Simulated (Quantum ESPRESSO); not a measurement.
# Ge(111), F on both faces, 5 bilayers against a metal electrode, stepped through the charge of the slab, part 3 of 4

What law, if any, do the results for Ge(111), F on both faces, 5 bilayers against a metal electrode follow against the charge of the slab?

Quantum ESPRESSO 7.5; plane-wave DFT, PBE, GBRV ultrasoft pseudopotentials.

So far. Step 2 (Variable-cell relaxation of the reference):  The last row is no step: it is a fresh SCF in the final cell with a new plane-wave basis, +0 meV from the row before. Step 3 (Relaxation with pw.x of the reference): The relaxation lowers the energy by 3 meV an atom.

### Step 4. SCF with pw.x, 0 ×10¹³ e/cm²

A run under open boundaries on these atoms gives the vacuum levels.

The input, m2.esm.in:

```
&control
  prefix = 'm2.esm'
  outdir = './out'
  pseudo_dir = './pseudo'
  calculation = 'scf'
  tprnfor = .true.
/
&system
  ibrav = 0
  nat = 12
  ntyp = 2
  ecutwfc = 40
  ecutrho = 200
  occupations = 'smearing'
  smearing = 'fd'
  degauss = 0.004
  assume_isolated = 'esm'
  esm_bc = 'bc3'
  tot_charge = 0.0
/
&electrons
  conv_thr = 1e-08
  mixing_beta = 0.4
  electron_maxstep = 120
  mixing_mode = 'plain'
/
ATOMIC_SPECIES
  F   18.9984  f_pbe_v1.4.uspp.F.UPF
  Ge  72.6300  ge_pbe_v1.4.uspp.F.UPF
CELL_PARAMETERS angstrom
  4.07998114100000 0.00000000000000 0.00000000000000
  -2.03999057050000 3.53336731480035 0.00000000000000
  0.00000000000000 0.00000000000000 32.54542436779454
ATOMIC_POSITIONS crystal
  F   0.000000000000 0.000000000000 -0.223272619989
  Ge  0.000000000000 0.000000000000 -0.169080306089
  Ge  0.333333333300 0.666666666700 -0.145853997889
  Ge  0.333333333300 0.666666666700 -0.069199571689
  Ge  0.666666666700 0.333333333300 -0.043398630389
  Ge  0.666666666700 0.333333333300 0.033286927311
  Ge  0.000000000000 0.000000000000 0.058891929111
  Ge  0.000000000000 0.000000000000 0.135577486811
  Ge  0.333333333300 0.666666666700 0.161378428111
  Ge  0.333333333300 0.666666666700 0.238032854311
  Ge  0.666666666700 0.333333333300 0.261259162511
  F   0.666666666700 0.333333333300 0.315451476411
K_POINTS automatic
  18 18 1 0 0 0
```

The run is started by

```
$ OMP_NUM_THREADS=1 mpirun -n 4 pw.x -nk 4 -in m2.esm.in > m2.esm.out
```

The program printed:

```text
[banner, memory and clock lines left out]
Program PWSCF v.7.5 starts
[citation notice left out]

[...]
Message from routine setup:
[...]
bravais-lattice index     =            0
     lattice parameter (alat)  =       7.7100  a.u.
     unit-cell volume          =    3166.1646 (a.u.)^3
     number of atoms/cell      =           12
     number of atomic types    =            2
     number of electrons       =       154.00
     number of Kohn-Sham states=           92
     kinetic-energy cutoff     =      40.0000  Ry
     charge density cutoff     =     200.0000  Ry
     scf convergence threshold =      1.0E-08
     mixing beta               =       0.4000
     number of iterations used =            8  plain     mixing
     Exchange-correlation=  SLA  PW   PBX  PBC
                           (   1   4   3   4   0   0   0)

     Effective Screening Medium Method
     Boundary Conditions: Vacuum-Slab-Metal
     total charge in unit cell        =   0.0000
     grid points for fit at edges     =        4

[...]
PseudoPot. # 1 for F  read from file:
     ./pseudo/f_pbe_v1.4.uspp.F.UPF
     Pseudo is Ultrasoft, Zval =  7.0
     Generated by new atomic code, or converted to UPF format
     Using radial grid of  799 points,  4 beta functions with:
                l(1) =   0
                l(2) =   0
                l(3) =   1
                l(4) =   1
     Q(r) pseudized with  8 coefficients,  rinner =    0.950   0.950   0.950

     PseudoPot. # 2 for Ge read from file:
     ./pseudo/ge_pbe_v1.4.uspp.F.UPF
     Pseudo is Ultrasoft + core correction, Zval = 14.0
     Generated by new atomic code, or converted to UPF format
     Using radial grid of  873 points,  6 beta functions with:
                l(1) =   0
                l(2) =   0
                l(3) =   1
                l(4) =   1
                l(5) =   2
                l(6) =   2
     Q(r) pseudized with  8 coefficients,  rinner =    1.400   1.400   1.400
                                                       1.400   1.400

     atomic species   valence    mass     pseudopotential
     F                 7.00    18.99840     F ( 1.00)
     Ge               14.00    72.63000     Ge( 1.00)

      6 Sym. Ops. (no inversion) found

[...]
number of k points=    37  Fermi-Dirac smearing, width (Ry)=  0.0040
[...]
Dense  grid:   151207 G-vectors     FFT dimensions: (  36,  36, 288)

     Smooth grid:   108187 G-vectors     FFT dimensions: (  32,  32, 250)

     Check: negative core charge=   -0.000001

     Initial potential from superposition of free atoms

     starting charge     153.9913, renormalised to     154.0000

     negative rho (up, down):  5.911E-04 0.000E+00
     Starting wfcs are   98 randomized atomic wfcs

     per-process dynamical memory:   323.4 Mb

     Self-consistent Calculation

     iteration #  1     ecut=    40.00 Ry     beta= 0.40
     Davidson diagonalization with overlap
     ethr =  1.00E-02,  avg # of iterations =  6.1

     Threshold (ethr) on eigenvalues was too large:
     Diagonalizing with lowered threshold

     Davidson diagonalization with overlap
     ethr =  4.40E-04,  avg # of iterations =  7.4

     negative rho (up, down):  6.347E-05 0.000E+00

     total energy              =   -2233.61777346 Ry
     estimated scf accuracy    <       0.63413766 Ry

     iteration #  2     ecut=    40.00 Ry     beta= 0.40
[...]
negative rho (up, down):  3.815E-05 0.000E+00

[...]
total energy              =   -2233.63107312 Ry
     estimated scf accuracy    <       0.85751459 Ry

     iteration #  3     ecut=    40.00 Ry     beta= 0.40
[...]
negative rho (up, down):  3.494E-05 0.000E+00

[...]
total energy              =   -2233.74434457 Ry
     estimated scf accuracy    <       0.50893804 Ry

     iteration #  4     ecut=    40.00 Ry     beta= 0.40
[...]
negative rho (up, down):  9.112E-06 0.000E+00

[...]
total energy              =   -2233.79654163 Ry
     estimated scf accuracy    <       0.04290678 Ry

     iteration #  5     ecut=    40.00 Ry     beta= 0.40
[...]
c_bands:  4 eigenvalues not converged
     c_bands:  5 eigenvalues not converged
     c_bands:  4 eigenvalues not converged
     c_bands:  3 eigenvalues not converged
     c_bands:  3 eigenvalues not converged
     c_bands:  2 eigenvalues not converged
     c_bands:  2 eigenvalues not converged
     c_bands:  3 eigenvalues not converged
[...]
negative rho (up, down):  1.769E-05 0.000E+00

[...]
total energy              =   -2233.75959787 Ry
     estimated scf accuracy    <       0.54851811 Ry

     iteration #  6     ecut=    40.00 Ry     beta= 0.40
[...]
c_bands:  3 eigenvalues not converged
     c_bands:  4 eigenvalues not converged
     c_bands:  3 eigenvalues not converged
     c_bands:  4 eigenvalues not converged
     c_bands:  2 eigenvalues not converged
     c_bands:  2 eigenvalues not converged
     c_bands:  1 eigenvalues not converged
     c_bands:  2 eigenvalues not converged
[...]
negative rho (up, down):  5.307E-05 0.000E+00

[...]
total energy              =   -2233.81890585 Ry
     estimated scf accuracy    <       0.04076901 Ry

[...]
iteration # 14     ecut=    40.00 Ry     beta= 0.40
[...]
negative rho (up, down):  2.266E-04 0.000E+00

[...]
total energy              =   -2233.82221699 Ry
     estimated scf accuracy    <       0.00000067 Ry

     iteration # 15     ecut=    40.00 Ry     beta= 0.40
[...]
negative rho (up, down):  2.275E-04 0.000E+00

[...]
total energy              =   -2233.82221672 Ry
     estimated scf accuracy    <       0.00000003 Ry

     iteration # 16     ecut=    40.00 Ry     beta= 0.40
[...]
c_bands:  1 eigenvalues not converged
[...]
negative rho (up, down):  2.278E-04 0.000E+00

[...]
total energy              =   -2233.82221663 Ry
     estimated scf accuracy    <       0.00000001 Ry

     iteration # 17     ecut=    40.00 Ry     beta= 0.40
[...]
negative rho (up, down):  2.277E-04 0.000E+00

[...]
End of self-consistent calculation

          k = 0.0000 0.0000 0.0000 ( 13593 PWs)   bands (ev):

   -32.3652 -32.3652 -31.8900 -31.8900 -31.8898 -31.8898 -31.8538 -31.8538
   -31.8537 -31.8537 -31.8253 -31.8253 -31.8093 -31.8093 -31.8025 -31.8025
   -31.8010 -31.7929 -31.7641 -31.7641 -31.7431 -31.7431 -31.7375 -31.7375
   -31.7345 -31.7343 -31.6215 -31.6215 -31.6085 -31.6085 -31.6028 -31.5946
   -31.5946 -31.5944 -31.5843 -31.5843 -31.5647 -31.5647 -31.5594 -31.5594
   -31.4943 -31.4943 -31.4942 -31.4942 -31.4861 -31.4860 -31.4808 -31.4808
   -31.4807 -31.4807 -29.9332 -29.9331 -19.3147 -19.0339 -18.5935 -18.0441
   -17.6070 -14.1809 -13.6577 -12.9205 -11.7955 -11.2088 -11.2088 -11.2088
   -11.2088 -10.2985  -8.5760  -8.3034  -8.3034  -8.0615  -8.0615  -7.7126
    -7.7126  -7.3111  -7.3111  -7.2098  -7.0881  -7.0881  -7.0018  -6.8515
    -6.5977  -6.3490  -4.8975  -4.3736  -4.2884  -4.2884  -3.7620  -3.7617
    -3.3980  -3.3973  -3.2737  -3.2735

          k = 0.0000 0.0642 0.0000 ( 13579 PWs)   bands (ev):

   -32.3653 -32.3652 -31.8906 -31.8905 -31.8902 -31.8901 -31.8532 -31.8531
   -31.8531 -31.8529 -31.8273 -31.8261 -31.8103 -31.8098 -31.8034 -31.8033
   -31.8011 -31.7908 -31.7631 -31.7622 -31.7428 -31.7418 -31.7380 -31.7353
   -31.7326 -31.7315 -31.6249 -31.6239 -31.6128 -31.6092 -31.6031 -31.5989
   -31.5956 -31.5892 -31.5837 -31.5834 -31.5648 -31.5640 -31.5584 -31.5579
   -31.4967 -31.4966 -31.4949 -31.4947 -31.4857 -31.4856 -31.4800 -31.4799
   -31.4790 -31.4789 -29.9325 -29.9325 -19.2831 -19.0026 -18.5626 -18.0135
   -17.5754 -14.1829 -13.6637 -12.9294 -11.8156 -11.2256 -11.2230 -11.2133
   -11.2133 -10.3468  -8.7339  -8.7230  -8.4680  -8.3839  -8.1332  -8.0841
    -7.9930  -7.7737  -7.6020  -7.3652  -7.1403  -6.6026  -6.4437  -6.4275
    -6.1599  -5.9347  -4.8238  -4.6423  -4.2123  -4.0644  -3.8803  -3.6868
    -3.4963  -3.3233  -3.2918  -3.1298

[...]
the Fermi energy is    -7.0331 ev

!    total energy              =   -2233.82221648 Ry
     estimated scf accuracy    <          2.5E-09 Ry
     smearing contrib. (-TS)   =      -0.00012505 Ry
     internal energy E=F+TS    =   -2233.82209143 Ry

     The total energy is F=E-TS. E is the sum of the following terms:
     one-electron contribution = -258769.58408259 Ry
     hartree contribution      =  129438.54491408 Ry
     xc contribution           =    -601.58333876 Ry
     ewald contribution        =  127698.80041584 Ry

     convergence has been achieved in  17 iterations

     negative rho (up, down):  2.277E-04 0.000E+00

     Forces acting on atoms (cartesian axes, Ry/au):

     atom    1 type  1   force =     0.00000000    0.00000000    0.00055552
     atom    2 type  2   force =     0.00000000    0.00000000    0.00035408
     atom    3 type  2   force =     0.00000000    0.00000000   -0.00028009
     atom    4 type  2   force =     0.00000000    0.00000000    0.00088825
     atom    5 type  2   force =     0.00000000    0.00000000    0.00019661
     atom    6 type  2   force =     0.00000000    0.00000000   -0.00012161
     atom    7 type  2   force =     0.00000000    0.00000000    0.00037206
     atom    8 type  2   force =     0.00000000    0.00000000   -0.00004387
     atom    9 type  2   force =     0.00000000    0.00000000   -0.00077081
     atom   10 type  2   force =     0.00000000   -0.00000000    0.00033825
     atom   11 type  2   force =     0.00000000    0.00000000   -0.00042927
     atom   12 type  1   force =     0.00000000    0.00000000   -0.00059218

     Total force =     0.001655     Total SCF correction =     0.000350
     SCF correction compared to forces is large: reduce conv_thr to get better values

[...]
```

Elapsed: 13 min, on 4 MPI ranks of Arm Neoverse V2, shared host; peak memory 1.9 GiB; 52 min of CPU time.

This step gave:

```
Fermi energy                                                   : -7.033 eV
vacuum line at the lower end of the cell, over the Fermi level : 7.035 eV
slope of the potential above                                   : -1.06e-5 eV/Å
vacuum line at the upper end of the cell, over the Fermi level : 7.033 eV
```

Electrostatic potential energy of an electron; zero at the Fermi level. Table of potential energy, planar mean by z:

```csv
z (Å),"potential energy, planar mean (eV)"
-16,7.03
-15,7.03
-14,7.03
-13,7.03
-12,7.03
-11,7.03
-10,7.03
-9,7.02
-8,6.43
-7,1.62
-6,-3.49
-5,-10.0
-4,-0.523
-3,-0.456
-2,-9.26
-1,-4.19
0,1.83
1,-6.81
2,-6.81
3,1.80
4,-4.16
5,-9.28
6,-0.443
7,-0.516
8,-10.1
9,-3.48
10,1.61
11,6.43
12,7.02
13,7.03
14,7.03
15,7.03
16,7.03
```

Inside the slab this potential holds the local part of the pseudopotentials, which can be repulsive at the nuclei; only its value in the vacuum has a meaning of its own.

### Step 5. Ground state, 1 ×10¹³ e/cm²

m3.esm.in is the input of step 4 with these lines changed:

```diff
@@ -1,3 +1,3 @@
 &control
-  prefix = 'm2.esm'
+  prefix = 'm3.esm'
   outdir = './out'
@@ -18,3 +18,3 @@
   esm_bc = 'bc3'
-  tot_charge = 0.0
+  tot_charge = 0.01437
 /
@@ -25,2 +25,3 @@
   mixing_mode = 'plain'
+  startingpot = 'file'
 /
```

The run is started by

```
$ cp -r out/m2.esm.save out/m3.esm.save
$ OMP_NUM_THREADS=1 mpirun -n 4 pw.x -nk 4 -in m3.esm.in > m3.esm.out
```

The program printed:

```text
[banner, memory and clock lines left out]
Program PWSCF v.7.5 starts
[...]
Message from routine setup:
[...]
number of electrons       =       153.99
     number of Kohn-Sham states=           92
     kinetic-energy cutoff     =      40.0000  Ry
     charge density cutoff     =     200.0000  Ry
[...]
number of k points=    37  Fermi-Dirac smearing, width (Ry)=  0.0040
[...]
Dense  grid:   151207 G-vectors     FFT dimensions: (  36,  36, 288)
[...]
The initial density is read from file :
[...]
negative rho (up, down):  2.277E-04 0.000E+00
     Starting wfcs are   98 randomized atomic wfcs
[...]
negative rho (up, down):  2.184E-04 0.000E+00
[...]
estimated scf accuracy    <       0.08793466 Ry
[...]
negative rho (up, down):  4.510E-04 0.000E+00
[...]
estimated scf accuracy    <     118.58720120 Ry
[...]
negative rho (up, down):  3.238E-04 0.000E+00
[...]
estimated scf accuracy    <       0.11087550 Ry
[...]
negative rho (up, down):  2.577E-04 0.000E+00
[...]
estimated scf accuracy    <       0.02175817 Ry
[...]
negative rho (up, down):  2.327E-04 0.000E+00
[...]
estimated scf accuracy    <       0.01865461 Ry
[...]
negative rho (up, down):  2.246E-04 0.000E+00
[...]
estimated scf accuracy    <       0.01203969 Ry
[...]
negative rho (up, down):  2.230E-04 0.000E+00
[...]
estimated scf accuracy    <       0.00950629 Ry
[...]
negative rho (up, down):  2.237E-04 0.000E+00
[...]
estimated scf accuracy    <       0.00708193 Ry
[...]
negative rho (up, down):  2.260E-04 0.000E+00
[...]
estimated scf accuracy    <       0.00471713 Ry
[...]
negative rho (up, down):  2.287E-04 0.000E+00
[...]
estimated scf accuracy    <       0.00161505 Ry
[...]
negative rho (up, down):  2.289E-04 0.000E+00
[...]
estimated scf accuracy    <       0.00002467 Ry
[...]
negative rho (up, down):  2.289E-04 0.000E+00
[...]
estimated scf accuracy    <       0.00001167 Ry
[...]
negative rho (up, down):  2.293E-04 0.000E+00
[...]
estimated scf accuracy    <       0.00000738 Ry
[...]
negative rho (up, down):  2.294E-04 0.000E+00
[...]
estimated scf accuracy    <       0.00000100 Ry
[...]
negative rho (up, down):  2.295E-04 0.000E+00
[...]
estimated scf accuracy    <       0.00000055 Ry
[...]
negative rho (up, down):  2.294E-04 0.000E+00
[...]
estimated scf accuracy    <       0.00000011 Ry
[...]
negative rho (up, down):  2.294E-04 0.000E+00
[...]
estimated scf accuracy    <       0.00000001 Ry
[...]
negative rho (up, down):  2.294E-04 0.000E+00
[...]
estimated scf accuracy    <       0.00000001 Ry
[...]
negative rho (up, down):  2.295E-04 0.000E+00
[...]
the Fermi energy is    -8.2685 ev
!    total energy              =   -2233.81413054 Ry
     estimated scf accuracy    <          2.1E-09 Ry
     smearing contrib. (-TS)   =      -0.00019137 Ry
     internal energy E=F+TS    =   -2233.81393917 Ry
[...]
one-electron contribution = -258756.37874127 Ry
     hartree contribution      =  129425.33620876 Ry
     xc contribution           =    -601.57182250 Ry
     ewald contribution        =  127698.80041584 Ry
     convergence has been achieved in  19 iterations
     negative rho (up, down):  2.295E-04 0.000E+00
[...]
Total force =     0.005741     Total SCF correction =     0.000245
[...]
```

Wall time 17 min (4 MPI ranks); peak memory 1.9 GiB; 67 min of CPU time.

Numbers from this step:

```
Fermi energy                                                   : -8.268 eV
vacuum line at the lower end of the cell, over the Fermi level : 7.079 eV
slope of the potential above                                   : 0.1803 eV/Å
vacuum line at the upper end of the cell, over the Fermi level : 8.268 eV
```

Inside the slab this potential holds the local part of the pseudopotentials, which can be repulsive at the nuclei; only its value in the vacuum has a meaning of its own.

### Step 6. Ground state, -1.5 ×10¹³ e/cm²

m1.esm.in is the input of step 5 with these lines changed:

```diff
@@ -1,3 +1,3 @@
 &control
-  prefix = 'm3.esm'
+  prefix = 'm1.esm'
   outdir = './out'
@@ -18,3 +18,3 @@
   esm_bc = 'bc3'
-  tot_charge = 0.01437
+  tot_charge = -0.02155
 /
```

The run is started by

```
$ cp -r out/m2.esm.save out/m1.esm.save
$ OMP_NUM_THREADS=1 mpirun -n 4 pw.x -nk 4 -in m1.esm.in > m1.esm.out
```

The program printed:

```text
[banner, memory and clock lines left out]
Program PWSCF v.7.5 starts
[...]
Message from routine setup:
[...]
number of electrons       =       154.02
     number of Kohn-Sham states=           92
     kinetic-energy cutoff     =      40.0000  Ry
     charge density cutoff     =     200.0000  Ry
[...]
number of k points=    37  Fermi-Dirac smearing, width (Ry)=  0.0040
[...]
Dense  grid:   151207 G-vectors     FFT dimensions: (  36,  36, 288)
[...]
The initial density is read from file :
[...]
negative rho (up, down):  2.277E-04 0.000E+00
     Starting wfcs are   98 randomized atomic wfcs
[...]
negative rho (up, down):  2.147E-04 0.000E+00
[...]
estimated scf accuracy    <       0.23497561 Ry
[...]
negative rho (up, down):  1.831E-04 0.000E+00
[...]
estimated scf accuracy    <     473.91911264 Ry
[...]
negative rho (up, down):  1.206E-04 0.000E+00
[...]
estimated scf accuracy    <       0.26057823 Ry
[...]
negative rho (up, down):  9.305E-05 0.000E+00
[...]
estimated scf accuracy    <       0.09988189 Ry
[...]
negative rho (up, down):  8.048E-05 0.000E+00
[...]
estimated scf accuracy    <       0.08752320 Ry
[...]
negative rho (up, down):  7.882E-05 0.000E+00
[...]
estimated scf accuracy    <       0.04749905 Ry
[...]
negative rho (up, down):  7.980E-05 0.000E+00
[...]
estimated scf accuracy    <       0.03241943 Ry
[...]
negative rho (up, down):  8.358E-05 0.000E+00
[...]
estimated scf accuracy    <       0.02490686 Ry
[...]
negative rho (up, down):  9.740E-05 0.000E+00
[...]
estimated scf accuracy    <       0.01720951 Ry
[...]
negative rho (up, down):  1.088E-04 0.000E+00
[...]
estimated scf accuracy    <       0.00649704 Ry
[...]
negative rho (up, down):  2.029E-04 0.000E+00
[...]
estimated scf accuracy    <       0.00364171 Ry
[...]
negative rho (up, down):  2.187E-04 0.000E+00
[...]
estimated scf accuracy    <       0.00107156 Ry
[...]
negative rho (up, down):  2.204E-04 0.000E+00
[...]
estimated scf accuracy    <       0.00104809 Ry
[...]
negative rho (up, down):  2.206E-04 0.000E+00
[...]
estimated scf accuracy    <       0.00076360 Ry
[...]
negative rho (up, down):  2.301E-04 0.000E+00
[...]
estimated scf accuracy    <       0.00067562 Ry
[...]
negative rho (up, down):  2.509E-04 0.000E+00
[...]
estimated scf accuracy    <       0.00057867 Ry
[...]
negative rho (up, down):  2.284E-04 0.000E+00
[...]
estimated scf accuracy    <       0.00040637 Ry
[...]
negative rho (up, down):  2.320E-04 0.000E+00
[...]
estimated scf accuracy    <       0.00035596 Ry
[...]
negative rho (up, down):  2.303E-04 0.000E+00
[...]
estimated scf accuracy    <       0.00018697 Ry
[...]
negative rho (up, down):  2.373E-04 0.000E+00
[...]
estimated scf accuracy    <       0.00000884 Ry
[...]
negative rho (up, down):  2.311E-04 0.000E+00
[...]
estimated scf accuracy    <       0.00001009 Ry
[...]
negative rho (up, down):  2.256E-04 0.000E+00
[...]
estimated scf accuracy    <       0.00000096 Ry
[...]
negative rho (up, down):  2.259E-04 0.000E+00
[...]
estimated scf accuracy    <       0.00000069 Ry
[...]
negative rho (up, down):  2.255E-04 0.000E+00
[...]
estimated scf accuracy    <       0.00000042 Ry
[...]
negative rho (up, down):  2.251E-04 0.000E+00
[...]
estimated scf accuracy    <       0.00000016 Ry
[...]
negative rho (up, down):  2.248E-04 0.000E+00
[...]
the Fermi energy is    -5.0346 ev
!    total energy              =   -2233.83179189 Ry
     estimated scf accuracy    <          6.6E-09 Ry
     smearing contrib. (-TS)   =      -0.00010828 Ry
     internal energy E=F+TS    =   -2233.83168361 Ry
[...]
one-electron contribution = -258789.43185696 Ry
     hartree contribution      =  129458.39923278 Ry
     xc contribution           =    -601.59947527 Ry
     ewald contribution        =  127698.80041584 Ry
     convergence has been achieved in  26 iterations
     negative rho (up, down):  2.248E-04 0.000E+00
[...]
Total force =     0.008343     Total SCF correction =     0.000435
[...]
```

It took 17 min on 4 MPI ranks; peak memory 1.9 GiB.

Read from the output:

- Fermi energy: -5.035 eV
- vacuum line at the lower end of the cell, over the Fermi level: 6.830 eV
- slope of the potential above: -0.2704 eV/Å
- vacuum line at the upper end of the cell, over the Fermi level: 5.035 eV

Inside the slab this potential holds the local part of the pseudopotentials, which can be repulsive at the nuclei; only its value in the vacuum has a meaning of its own.

(Continued in part 4 of 4.)

[Logs are printed without paths, hosts, clocks, repeated set-up lines and the standing remarks that a program may print on its own settings, such as how far it seeks lower states.]

[Hosts, paths, dates, database ids (printed as entryN), source tags and the programs' standing remarks are cut or masked in the printed files.]

[Maps of the electrostatic potential energy from Ansatz leave out the sawtooth potential of an applied field or a dipole correction, so their vacuum need not be flat; planar profiles and work functions include it.]
